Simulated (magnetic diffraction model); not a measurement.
# Cr₂FeTe₃S below its ordering temperature

Space group Cm (no. 8), a = 12.4840 Å, b = 3.4900 Å, c = 6.2390 Å, β = 117.53°.

```csv
site,atom,x,y,z
2a,Te,0.6160,1/2,0.4494
2a,Te,0.8853,0,0.5639
2a,Te,0.8812,1/2,0.0375
2a,Fe,0.5153,1/2,0.9913
2a,Cr,0.7598,1/2,0.2738
2a,Cr,0.7387,0,0.7334
2a,S,0.6239,0,0.9768
```

This is a made-up structure (elements placed in a structure type, unrelaxed), so the numbers test the method and describe no known phase.

Only Fe and Cr are taken to order (form factors of Fe2+ and Cr3+); orders and moment sizes are assumed, and not adapted to the symmetry. Radiation: neutrons of λ = 2.36 Å, 8° to 60°; isotropic B of 0.26 Å² (Te), 0.34 Å² (Fe), 0.33 Å² (Cr) and 0.52 Å² (S). The intensities are simulated: I ∝ L Σ (|F_N|² + |F_M⊥|²) for unpolarised neutrons, with F_M = 2.695 fm/μB × Σ f(s) S exp(2πi Q·r) exp(−B s²) at Q = H ± k (one set where k and −k are equivalent), only the part normal to Q counting and L = 1/(sin²θ cos θ). For collinear order S is the moment m, which repeats by lattice and centring translations R with the sign exp(−2πi k·R). Form factors are spin-only for 3d ions and dipole or tabulated for f ions, scattering lengths are Sears's of 1992, and absorption is left out. A label names one of the reflections at its angle. The strongest nuclear line in the range is 100, and lines under 0.2 are left out.

Above the ordering temperature:

| 2θ (°) | index | I |
| --- | --- | --- |
| 24.62 | (2 0 0) | 9.8 |
| 24.63 | (0 0 1) | 21.9 |
| 25.55 | (2 0 -1) | 61.2 |
| 41.53 | (1 1 0) | 60.0 |
| 42.77 | (2 0 1) | 14.2 |
| 44.47 | (4 0 -1) | 33.0 |
| 44.49 | (2 0 -2) | 8.7 |
| 45.60 | (1 1 -1) | 20.3 |
| 50.47 | (4 0 0) | 3.5 |
| 50.50 | (0 0 2) | 56.1 |
| 52.00 | (1 1 1) | 75.0 |
| 52.50 | (4 0 -2) | 51.1 |
| 52.99 | (3 1 -1) | 100.0 |
| 55.47 | (3 1 0) | 30.7 |

Below it (cell unchanged):

```
2θ (°)      I
 12.24  110.1
 21.82   44.4
 24.62    9.8
 24.63   21.9
 25.55   61.2
 32.41   22.1
 33.84    1.1
 37.30   12.7
 39.52   14.1
 41.53   60.0
 42.77   14.2
 44.47   33.0
 44.49    8.7
 45.60   20.3
 45.78   31.4
 46.86    7.3
 47.12   15.1
 47.13   53.9
 47.66   28.4
 50.47    3.5
 50.50   56.1
 52.00   75.0
 52.50   51.1
 52.99  100.0
 54.66    3.6
 55.47   30.7
 58.04   11.8
 59.64   23.4
```

**Question.** Find the propagation vector, then choose among these models:
A. collinear moments along [100], 3.48 μB on Fe and 2.42 μB on Cr; signs + at (0.5153, 1/2, 0.9913), + at (0.7598, 1/2, 0.2738), − at (0.7387, 0, 0.7334)
B. collinear moments along [010], 3.48 μB on Fe and 2.42 μB on Cr; signs + at (0.5153, 1/2, 0.9913), − at (0.7598, 1/2, 0.2738), − at (0.7387, 0, 0.7334)
C. collinear moments along [010], 3.48 μB on Fe and 2.42 μB on Cr; signs + at (0.5153, 1/2, 0.9913), + at (0.7598, 1/2, 0.2738), − at (0.7387, 0, 0.7334)
D. collinear moments along [100], 3.48 μB on Fe and 2.42 μB on Cr; signs + at (0.5153, 1/2, 0.9913), − at (0.7598, 1/2, 0.2738), − at (0.7387, 0, 0.7334)

The new lines index as (1 0 0) at 12.24°, (1 0 -1) at 21.82°, (1 0 1) at 32.41° and (3 0 -1) at 33.84°, that is as H ± k with k = (1 0 0). The indices are whole but break the lattice centring, so the moments reverse under a centring translation, those with k·t a half-integer.

Magnetic intensity, observed (below minus above) and for each model:

| 2θ (°) | index | observed | A | B | C | D |
| --- | --- | --- | --- | --- | --- | --- |
| 12.24 | (1 0 0) | 110.1 | 34.4 | 515.2 | 160.8 | 110.1 |
| 21.82 | (1 0 -1) | 44.4 | 241.9 | 59.2 | 322.2 | 44.4 |
| 37.30 | (3 0 0) | 12.7 | 5.5 | 59.2 | 26.0 | 12.7 |
| 39.52 | (0 1 0) | 14.1 | 79.5 | <0.2 | <0.2 | 14.1 |
| 45.78 | (1 0 -2) | 31.4 | 5.1 | 33.4 | 5.4 | 31.4 |
| 47.13 | (0 1 1) | 53.9 | 12.1 | 15.3 | 3.4 | 53.9 |
| 54.66 | (3 0 1) | 3.6 | 18.6 | 5.8 | 30.1 | 3.6 |
| 56.56 | (5 0 -1) | <0.2 | <0.2 | 4.1 | 26.2 | <0.2 |

Model D matches.

The absence at (5 0 -1) is telling: Q lies nearly along the moments there, so the part normal to Q vanishes.

The structure used: k = (1 0 0), collinear moments along [100], 3.48 μB on Fe and 2.42 μB on Cr; signs + at (0.5153, 1/2, 0.9913), − at (0.7598, 1/2, 0.2738), − at (0.7387, 0, 0.7334).

[Logs are printed without paths, hosts, clocks, repeated set-up lines and the standing remarks that a program may print on its own settings, such as how far it seeks lower states.]
